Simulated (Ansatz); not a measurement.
# How many bands does the GW gap of CsPbBr3 (Pm-3m) need?

How do accuracy and time trade against each other in G0W0 on CsPbBr3 (Pm-3m)?

Calculated with Ansatz 0.2.0; G0W0 on PBE, plane waves, PAW.

## 1. The starting structure

The structure is cubic, space group Pm-3m (No. 221). The conventional cell has a = 5.949 Å, b = 5.949 Å, c = 5.949 Å, α = 90.00°, β = 90.00°, γ = 90.00°. Cs has 12 Br at 4.21 Å nearest. Nearest to Pb lie 6 Br at 2.97 Å. Nearest to Br lie 2 Pb at 2.97 Å and 4 Cs at 4.21 Å. Farther neighbours and most contacts between anions are not listed.

As a file:

```cif
data_structure
_symmetry_space_group_name_H-M 'P 1'
_symmetry_Int_Tables_number 1
_cell_length_a 5.9486
_cell_length_b 5.9486
_cell_length_c 5.9486
_cell_angle_alpha 90.000
_cell_angle_beta 90.000
_cell_angle_gamma 90.000
_cell_volume 210.50
loop_
_atom_site_label
_atom_site_type_symbol
_atom_site_fract_x
_atom_site_fract_y
_atom_site_fract_z
_atom_site_occupancy
Cs1 Cs 0.00000 0.00000 0.00000 1
Pb2 Pb 0.50000 0.50000 0.50000 1
Br3 Br 0.50000 0.50000 0.00000 1
Br4 Br 0.50000 0.00000 0.50000 1
Br5 Br 0.00000 0.50000 0.50000 1
```

The cell and positions are those that the Materials Project relaxed with its own functionals (PBE, PBE+U or r2SCAN), kept fixed. Spin-orbit coupling is left out unless a step names it.

## 2. 408 empty bands, screening to 90 eV

Now the one-shot GW correction: screening in the RPA, then the self-energy of the levels asked for. This step takes hard PAW files.

File input.yaml:

```yaml
crystal:
  lattice:
    - [5.94863082, 0.0, 0.0]
    - [0.0, 5.94863082, 0.0]
    - [0.0, 0.0, 5.94863082]
  atoms:
    - { symbol: Cs, position: [0.0, 0.0, 0.0] }
    - { symbol: Pb, position: [0.5, 0.5, 0.5] }
    - { symbol: Br, position: [0.5, 0.5, 0.0] }
    - { symbol: Br, position: [0.5, 0.0, 0.5] }
    - { symbol: Br, position: [0.0, 0.5, 0.5] }
kpoints:
  mp_grid: { grid: [4, 4, 4] }
hamiltonian:
  xc: pbe
  pseudopotentials: { kind: paw, source: ansatz }
scf:
  occupations: { method: fixed }
gw:
  n_empty_bands: 408
  ecut_chi: 90.0
  qp_bands: [v2, c2]
  qp_kpoints: band_edges
  screening: { model: contour_deformation }
```

On the command line:

```bash
$ ansatz run input.yaml --threads 4 --pin off --max-ram 138240MiB --backend cuda --events-out ev --progress --plain --runs-dir out --devices 1 --max-vram 26GiB
```

Numbers of over 12 decimals in the logs are rounded to 6 here.

What it wrote:

```text
GPUs: using 1 of 1 available (devices: 1).
Engine: ansatz 0.2.0, x86_64-unknown-linux-gnu
Pseudopotentials: kind: paw
Pseudopotential: Cs, paw, valence charge 9, recommended cutoff 520 eV (normal), Cs.paw.azcp
Pseudopotential: Pb, paw, valence charge 22, recommended cutoff 580 eV (normal), Pb.paw.azcp
Pseudopotential: Br, paw, valence charge 17, recommended cutoff 680 eV (normal), Br.paw.azcp
Functional definition: PBE
  parameter kappa = 0.804
  parameter beta = 0.066725
  exchange = pbe_x(kappa = kappa, mu = beta*pi^2/3)
  correlation = pbe_c(beta = beta)
device memory: the entry about to start is reckoned to put 5.7 GiB on a device that reports 76.3 GiB free (of which the cap on the GPU budget leaves the run 26.0 GiB)
GPU FFT provider: cuFFT
GPU libraries: cuBLAS 13.8.2, cuFFT 12.4.0, cuSOLVER 12.3.4
Crystal: 5 atoms, lattice volume = 210.499 Å³
Basis set: ecut = 680 eV, 8385 PW (Γ)
Bands: 50, of which v1, the nominal top of the filled ones, is band 41 counted from 1 (40 counted from 0)
Symmetry: 48 space group operations
Space group: Pm-3m (ITA 221), of the structure as read, at distance tolerance 5.9e-5 Å
k-points: 10 of 64
Non-local potential: Cs, projectors of the file, l = 0: 3, l = 1: 2, l = 2: 2, l = 3: 3
Non-local potential: Pb, projectors of the file, l = 0: 3, l = 1: 3, l = 2: 3, l = 3: 2
Non-local potential: Br, projectors of the file, l = 0: 2, l = 1: 2, l = 2: 3, l = 3: 1
PAW form: soft (Blöchl's): semilocal exchange-correlation on the pseudo side does not see the compensation charge
PAW one-centre angular grid: Cs, 194 points (default); XC on 64 Gauss nodes
PAW one-centre angular grid: Pb, 590 points (default); XC on 64 Gauss nodes
PAW one-centre angular grid: Br, 590 points (default); XC on 64 Gauss nodes
Initial density: superposition of atomic densities (chi_scale 0.1, normalization cell, long waves kept (reshape's long-wave potential 0.01 eV rms))
Initial wavefunctions: pseudopotential atomic-orbital guess
GPU buffer pool allocated for 157464 grid points (all kernels)
GPU transforms: local potential and band sums: pruned to the plane-wave sphere, on 54×54×54
Functional: x = pbe(κ = 0.804, μ = 0.219515), c = pbe(β = 0.066725)
SCF iter   1: F=—  HF=-39408.647254 eV  |F-HF|=—  |Δ(HF+E_count)|=         —  Δρ=3.55e-2  dr2=4.68e0  ethr=3.10e-3  ⟨swp⟩=11.4  Hψ=2364  notcnv=0  defer=66
preconditioner: auto → Resta (q_TF=auto, 2.332 Å⁻¹)  ε∞=2.6  [insulator: Δε(μ)=1.226 eV  Ē_g=13.152 eV  n_scr=32 (ndim 8)  ℏωp=16.6 eV  f_vac=0.171  ε∞_Penn≈2.6]
SCF iter   2: F=—  HF=-39406.956592 eV  |F-HF|=—  |Δ(HF+E_count)|=    1.69e0  Δρ=1.22e-2  dr2=8.18e-1  ethr=3.10e-3  ⟨swp⟩=5.7  Hψ=1170  notcnv=0  defer=60
SCF iter   3: F=—  HF=-39406.561741 eV  |F-HF|=—  |Δ(HF+E_count)|=   3.95e-1  Δρ=4.09e-3  dr2=1.07e-1  ethr=9.97e-4  ⟨swp⟩=5.3  Hψ=1030  notcnv=0  defer=65
SCF iter   4: F=—  HF=-39406.527296 eV  |F-HF|=—  |Δ(HF+E_count)|=   3.44e-2  Δρ=1.46e-3  dr2=7.29e-3  ethr=1.31e-4  ⟨swp⟩=5.7  Hψ=999  notcnv=0  defer=69
SCF iter   5: F=—  HF=-39406.528465 eV  |F-HF|=—  |Δ(HF+E_count)|=   1.17e-3  Δρ=2.66e-4  dr2=1.69e-4  ethr=8.89e-6  ⟨swp⟩=4.8  Hψ=1080  notcnv=0  defer=68
SCF iter   6: F=—  HF=-39406.528663 eV  |F-HF|=—  |Δ(HF+E_count)|=   1.98e-4  Δρ=1.14e-4  dr2=2.37e-5  ethr=2.07e-7  ⟨swp⟩=4.4  Hψ=1172  notcnv=0  defer=69
SCF iter   7: F=—  HF=-39406.528677 eV  |F-HF|=—  |Δ(HF+E_count)|=   1.39e-5  Δρ=2.47e-5  dr2=1.32e-6  ethr=2.89e-8  ⟨swp⟩=3.2  Hψ=1104  notcnv=0  defer=67
SCF iter   8: F=-39406.528679 eV  HF=-39406.528679 eV  |F-HF|=5.10e-8  |Δ(HF+E_count)|=   1.36e-6  Δρ=4.78e-6  dr2=8.49e-8  ethr=1.22e-10  ⟨swp⟩=26.6  Hψ=4953  notcnv=0
SCF 1 converged in 8 iterations: F = -39406.528679 eV  dr2 = 8.49e-8
  greatest PAW one-centre occupation: 1.000 electrons in one spin orbital (limit 2), on the Pb atom at site 1 (counted from 0), in its partial waves of l = 0
device memory: the entry about to start is reckoned to put 7.2 GiB (of the 7.3 GiB reckoned in all, the device holds 0.1 GiB already) on a device that reports 73.4 GiB free (of which the cap on the GPU budget leaves the run 25.9 GiB)
NSCF: frozen V_eff on 10 k-points
the band table was solved once the SCF had ended and its energy, with any forces and stress, was formed, with the checks that follow a solve (2652 applications of the Hamiltonian). They found nothing against the state; the energy, forces and stress were not computed again (output.eigenvalues in the input reference)
device memory: the entry about to start is reckoned to put 7.9 GiB on a device that reports 71.0 GiB free (of which the cap on the GPU budget leaves the run 26.0 GiB)
NSCF: frozen V_eff on 10 k-points
G₀W₀ screening: q 1/10
[... further progress lines ...]
SCF converged after 8 iterations
Free energy (F): -39406.528679 eV
Harris-Foulkes:  -39406.528679 eV  (|F-HF|=5.10e-8)
Internal energy: -39406.528679 eV  (E = F + TS)
E sigma→0 (E₀):  -39406.528679 eV
Fermi energy:    4.609687 eV
--- Per-component energies (eV) ---
  E_band       = -2587.986213
  E_kinetic    = 1548.599782
  E_local      = -18052.600389  (includes V_loc(G=0)·N_el)
  E_nonlocal   = -997.726370
  E_hartree    = 6842.612170
  E_xc         = -854.218338
  E_vxc        = -818.982859  (∫ρ·V_xc dr)
  E_paw        = -20460.909790  (= ΣΔE_a)
  E_vpaw       = 2047.532508  (= ΣTr[D̂ρ^β])
  E_aug_tail   = -0.000433  (compensation charges beyond the density's cutoff)
  E_ewald      = -7432.285311
  E_smearing   = -0.000000  (= −TS)
  E_closure    = -0.000000  (closes the sum)
  Σ components = -39406.528679   (vs F -39406.528679, Δ=0.00e0)
--- Band table (eV; the first three rows and the last of 10) ---
  k-point 0: bands = [... 37 lower, 2.7057, 2.8058, 2.8058, 2.8058, 7.7899, 8.9476, 8.9476, 9.6884, ... 5 higher]
  k-point 1: bands = [... 37 lower, 2.6464, 2.7535, 2.7535, 2.8157, 8.3148, 8.9274, 9.3107, 9.3653, ... 5 higher]
  k-point 2: bands = [... 37 lower, 2.5896, 2.7130, 2.7130, 3.3046, 7.2619, 9.1977, 9.8158, 9.9051, ... 5 higher]
  k-point 9: bands = [... 37 lower, 3.1582, 3.1582, 3.1582, 4.6097, 6.2971, 6.2971, 6.2971, 9.2859, ... 5 higher]
--- G₀W₀: contour deformation, 7 samples at zero and on the imaginary axis and 2 off it, 64 q-points, 408 empty bands' worth ---
  eigenvalues of the whole cell's RPA ε∞ on this k-mesh (on a slab, of 1 + 4πα/V) = 5.2117, 5.2117, 5.2117; static W/v taken at q = 0 is 0.191875
  bands read: the sum over 449 bands ends inside a degenerate multiplet in 1 slot, whose members it reads at an even weight; the widest, k=9: bands 449 to 450 (counted from 1) at 1/2 each
  gw.qp_kpoints: band_edges: 4 of 10 stored k-points solved, in 1 pass; an edge of the gap read off the rows below is read off those points alone
    valence top: of the k-points left out ik 5 came nearest to being solved in a further pass, in band 41 (counted from 1, as in the quasiparticle table): it holds the edge there only if its correction is more favourable than any solved in that band by at least 0.641 eV; those differ by 0.517 eV
    conduction bottom: of the k-points left out ik 5 came nearest to being solved in a further pass, in band 42 (counted from 1, as in the quasiparticle table): it holds the edge there only if its correction is more favourable than any solved in that band by at least 0.375 eV; those differ by 0.186 eV
    ik  band        ε_KS         Σx   Σc(E_QP)       V_xc       Z   E_QP_lin       E_QP  E_QP is
     0    40      2.8058   -19.1983     2.7812   -15.3558  0.7386     1.7068     1.7445  root
     0    41      2.8058   -19.1983     2.7812   -15.3558  0.7386     1.7068     1.7445  root
     0    42      7.7899    -3.5803    -3.1891    -7.0232  0.8224     8.0449     8.0437  root
     0    43      8.9476    -3.3059    -3.2018    -6.9146  0.8206     9.3578     9.3546  root
     7    40      2.9994   -19.2805     2.7884   -15.4015  0.7407     1.8695     1.9088  root
     7    41      3.5715   -18.8566     1.5526   -16.6125  0.7610     2.8685     2.8800  root
     7    42      6.7967    -8.8131    -3.2306   -12.4838  0.7848     7.2407     7.2368  root
     7    43      8.1470    -9.2025    -3.5117   -13.2228  0.7671     8.6628     8.6555  root
     8    40      3.1529   -19.5078     2.7453   -15.6920  0.7426     2.0456     2.0823  root
     8    41      4.0996   -18.9257     1.2562   -17.0546  0.7680     3.4767     3.4847  root
     8    42      6.5577    -8.4604    -3.1935   -12.0688  0.7881     6.9759     6.9725  root
     8    43      6.5577    -8.4604    -3.1935   -12.0688  0.7881     6.9759     6.9725  root
     9    40      3.1582   -19.5255     2.7442   -15.7115  0.7427     2.0518     2.0884  root
     9    41      4.6097   -19.1229     1.0139   -17.5644  0.7733     4.0594     4.0651  root
     9    42      6.2971    -7.9870    -3.1735   -11.5515  0.7919     6.6910     6.6881  root
     9    43      6.2971    -7.9870    -3.1735   -11.5515  0.7919     6.6910     6.6881  root
```

The job ended after 45 s (1 × NVIDIA H100 80GB HBM3 (shared by 3 runs) with 4 threads of AMD EPYC 7R13 (Zen 3), shared host; peak memory 2.2 GiB).

Reading the cycles: dr2 is the Hartree energy of the density residual (eV), the measure of convergence; HF is the Harris–Foulkes estimate of the energy, which meets the free energy F at convergence.

This step gave:

* bands summed: 449
* RPA ε∞ on this mesh (eigenvalues): 5.212, 5.212, 5.212
* plane waves in the screening matrix: 437
* q-points in the mesh: 64
* G0W0 gap on the mesh: 2.623 eV
* k of the valence top: -0.5, -0.5, -0.5
* k of the conduction bottom: -0.5, -0.5, -0.5
* starting gap on the mesh: 1.687 eV
* Z at the valence top: 0.7733
* Z at the conduction bottom: 0.7919
* least direct G0W0 gap on the computed points: 2.623 eV

The gap on the mesh goes from 1.69 eV to 2.62 eV, a correction of +0.94 eV. Between the two edge states, bare exchange in place of the xc potential would open the gap by 5.12 eV, and correlation takes back 4.19 eV.

## 3. 878 empty bands, screening to 150 eV

Another rung: the empty bands reach about as high as the screening cutoff, so the two stay in balance.

Edit input.yaml of step 2 so:

```diff
@@ -19,4 +19,4 @@
 gw:
-  n_empty_bands: 408
-  ecut_chi: 90.0
+  n_empty_bands: 878
+  ecut_chi: 150.0
   qp_bands: [v2, c2]
```

What it wrote:

```text
GPUs: using 1 of 1 available (devices: 1).
[...]
GPU FFT provider: cuFFT
GPU libraries: cuBLAS 13.8.2, cuFFT 12.4.0, cuSOLVER 12.3.4
Crystal: 5 atoms, lattice volume = 210.499 Å³
Basis set: ecut = 680 eV, 8385 PW (Γ)
Bands: 50, of which v1, the nominal top of the filled ones, is band 41 counted from 1 (40 counted from 0)
[... 1 set-up line as in the run before ...]
[...]
k-points: 10 of 64
[...]
GPU buffer pool allocated for 157464 grid points (all kernels)
[...]
SCF iter   1: F=—  HF=-39408.647254 eV  |F-HF|=—  |Δ(HF+E_count)|=         —  Δρ=3.55e-2  dr2=4.68e0  ethr=3.10e-3  ⟨swp⟩=11.4  Hψ=2364  notcnv=0  defer=66
[...]
SCF iter   8: F=-39406.528679 eV  HF=-39406.528679 eV  |F-HF|=5.10e-8  |Δ(HF+E_count)|=   1.36e-6  Δρ=4.78e-6  dr2=8.49e-8  ethr=1.22e-10  ⟨swp⟩=26.6  Hψ=4953  notcnv=0
SCF 1 converged in 8 iterations: F = -39406.528679 eV  dr2 = 8.49e-8
[...]
NSCF: frozen V_eff on 10 k-points
[...]
G₀W₀ screening: q 1/10
[... further progress lines ...]
SCF converged after 8 iterations
Free energy (F): -39406.528679 eV
[...]
Internal energy: -39406.528679 eV  (E = F + TS)
E sigma→0 (E₀):  -39406.528679 eV
Fermi energy:    4.609687 eV
[...]
--- Band table (eV; the first three rows and the last of 10) ---
  k-point 0: bands = [... 37 lower, 2.7057, 2.8058, 2.8058, 2.8058, 7.7899, 8.9476, 8.9476, 9.6884, ... 5 higher]
  k-point 1: bands = [... 37 lower, 2.6464, 2.7535, 2.7535, 2.8157, 8.3148, 8.9274, 9.3107, 9.3653, ... 5 higher]
  k-point 2: bands = [... 37 lower, 2.5896, 2.7130, 2.7130, 3.3046, 7.2619, 9.1977, 9.8158, 9.9051, ... 5 higher]
  k-point 9: bands = [... 37 lower, 3.1582, 3.1582, 3.1582, 4.6097, 6.2971, 6.2971, 6.2971, 9.2859, ... 5 higher]
[...]
0    40      2.8058   -19.1983     2.5780   -15.3558  0.7371     1.4834     1.5414  root
     0    41      2.8058   -19.1983     2.5780   -15.3558  0.7371     1.4834     1.5414  root
     0    42      7.7899    -3.5803    -3.2430    -7.0232  0.8224     7.9905     7.9898  root
     0    43      8.9476    -3.3059    -3.2541    -6.9146  0.8204     9.3047     9.3023  root
     7    40      2.9994   -19.2805     2.5827   -15.4015  0.7393     1.6427     1.7030  root
     7    41      3.5715   -18.8566     1.3142   -16.6125  0.7591     2.6192     2.6415  root
     7    42      6.7967    -8.8131    -3.3844   -12.4838  0.7841     7.0846     7.0830  root
     7    43      8.1470    -9.2025    -3.6851   -13.2228  0.7662     8.4852     8.4822  root
[...]
9    40      3.1582   -19.5255     2.5302   -15.7115  0.7412     1.8171     1.8744  root
     9    41      4.6097   -19.1229     0.7404   -17.5644  0.7712     3.7776     3.7917  root
     9    42      6.2971    -7.9870    -3.3063   -11.5515  0.7914     6.5565     6.5553  root
     9    43      6.2971    -7.9870    -3.3063   -11.5515  0.7914     6.5565     6.5553  root
```

Run time: 68 s. Hardware: 1 × NVIDIA H100 80GB HBM3 (shared by 3 runs) with 4 threads; peak memory 4.1 GiB.

This step gave:

- bands summed: 919
- RPA ε∞ on this mesh (eigenvalues): 5.208, 5.208, 5.208
- plane waves in the screening matrix: 895
- q-points in the mesh: 64
- G0W0 gap on the mesh: 2.764 eV
- k of the valence top: -0.5, -0.5, -0.5
- k of the conduction bottom: -0.5, -0.5, -0.5
- starting gap on the mesh: 1.687 eV
- Z at the valence top: 0.7712
- Z at the conduction bottom: 0.7914
- least direct G0W0 gap on the computed points: 2.764 eV

Against the run with 4×4×4 mesh, 408 empty bands, screening to 90 eV, hard PAW files, the gap moves by +0.14 eV.

## 4. 1559 empty bands, screening to 220 eV

Edit input.yaml of step 3 so:

```diff
@@ -19,4 +19,4 @@
 gw:
-  n_empty_bands: 878
-  ecut_chi: 150.0
+  n_empty_bands: 1559
+  ecut_chi: 220.0
   qp_bands: [v2, c2]
```

What it wrote:

```text
GPUs: using 1 of 1 available (devices: 1).
[...]
GPU FFT provider: cuFFT
GPU libraries: cuBLAS 13.8.2, cuFFT 12.4.0, cuSOLVER 12.3.4
Crystal: 5 atoms, lattice volume = 210.499 Å³
Basis set: ecut = 680 eV, 8385 PW (Γ)
Bands: 50, of which v1, the nominal top of the filled ones, is band 41 counted from 1 (40 counted from 0)
[... 1 set-up line as in the run before ...]
[...]
k-points: 10 of 64
[...]
7    43      8.1470    -9.2025    -3.7636   -13.2228  0.7660     8.4053     8.4036  root
[...]
9    40      3.1582   -19.5255     2.4226   -15.7115  0.7410     1.6959     1.7669  root
     9    41      4.6097   -19.1229     0.5953   -17.5644  0.7708     3.6262     3.6465  root
     9    42      6.2971    -7.9870    -3.3620   -11.5515  0.7912     6.5004     6.4996  root
     9    43      6.2971    -7.9870    -3.3620   -11.5515  0.7912     6.5004     6.4996  root
[key lines of the parts left out:]
SCF converged after 8 iterations
Free energy (F): -39406.528679 eV
Fermi energy:    4.609687 eV
```

Wall time 1.9 min (1 × NVIDIA H100 80GB HBM3 (shared by 3 runs) with 4 threads); peak memory 8.2 GiB; 3.1 min of CPU time.

Numbers from this step:

- bands summed: 1600
- RPA ε∞ on this mesh (eigenvalues): 5.208, 5.208, 5.208
- plane waves in the screening matrix: 1551
- G0W0 gap on the mesh: 2.853 eV
- k of the valence top: -0.5, -0.5, -0.5
- k of the conduction bottom: -0.5, -0.5, -0.5
- starting gap on the mesh: 1.687 eV
- least direct G0W0 gap on the computed points: 2.853 eV

Against the run with 4×4×4 mesh, 878 empty bands, screening to 150 eV, hard PAW files, the gap moves by +0.09 eV.

## 5. Side by side

Times are wall times on 1 × NVIDIA H100 80GB HBM3 (shared by 3 runs) with 4 threads of AMD EPYC 7R13 (Zen 3), shared host, good to a factor of about two.

```
 mesh     files            frequency  bands summed  cutoff (eV)  start (eV)  G0W0 (eV)     time  host memory (GiB)
4×4×4  hard PAW  contour deformation           449           90       1.687      2.623     45 s                2.2
4×4×4  hard PAW  contour deformation           919          150       1.687      2.764     68 s                4.1
4×4×4  hard PAW  contour deformation          1600          220       1.687      2.853  1.9 min                8.2
```

How the two edges are built up, in eV (the quasiparticle level is the starting level plus Σx plus Σc less Vxc):

```csv
run,edge,start,Σx,Σc,Vxc,Z,QP
449 bands,valence top,4.61,-19.12,1.01,-17.56,0.77,4.07
449 bands,conduction bottom,6.30,-7.99,-3.17,-11.55,0.79,6.69
919 bands,valence top,4.61,-19.12,0.74,-17.56,0.77,3.79
919 bands,conduction bottom,6.30,-7.99,-3.31,-11.55,0.79,6.56
1600 bands,valence top,4.61,-19.12,0.60,-17.56,0.77,3.65
1600 bands,conduction bottom,6.30,-7.99,-3.36,-11.55,0.79,6.50
```

## 6. Results

```yaml
449_bands_90_ev: 2.623 eV
919_bands_150_ev: 2.764 eV
1600_bands_220_ev: 2.853 eV
estimated_limit_in_bands_and_cutoff: 2.97 eV
mesh_and_start: 4×4×4, PBE
```

A line in one over the bands through the two highest rungs gives 2.97 eV, +0.12 eV from the top rung; the pair below gives 2.90 eV, so the estimate is still climbing. The rungs stand 0.35 eV (449 bands), 0.21 eV (919 bands) and 0.12 eV (1600 bands) from it. From 449 to 1600 bands the gap moves by +0.23 eV while the time grows 2.6-fold. Σc changes by −0.42 eV at the valence top and −0.19 eV at the conduction bottom, so the valence edge carries most of the change. Gaps are over the mesh's points; an edge off the mesh would be missed. Where an edge is built on 6p states of lead, bismuth or thallium, scalar-relativistic gaps usually stand too wide, by a few tenths to over one eV. This is the ideal cubic cell; many perovskites, halides above all, are cubic only on average, and local tilts or off-centring can widen the gap. The many-body steps are scalar-relativistic: spin-orbit coupling is not in them.

[Paths, hosts, dates, memory and timing lines, banners, echoed tables and standing remarks are left out of the program output.]

[Logs are printed without paths, hosts, clocks, repeated set-up lines and the standing remarks that a program may print on its own settings, such as how far it seeks lower states.]

[Runs of the session that timed out or met a known fault of the program may be left out.]

[Cells called generated may have been cut or substituted from an entry of the Crystallography Open Database or the Materials Project.]

[Hosts, paths, dates, database ids (printed as entryN), source tags and the programs' standing remarks are cut or masked in the printed files.]
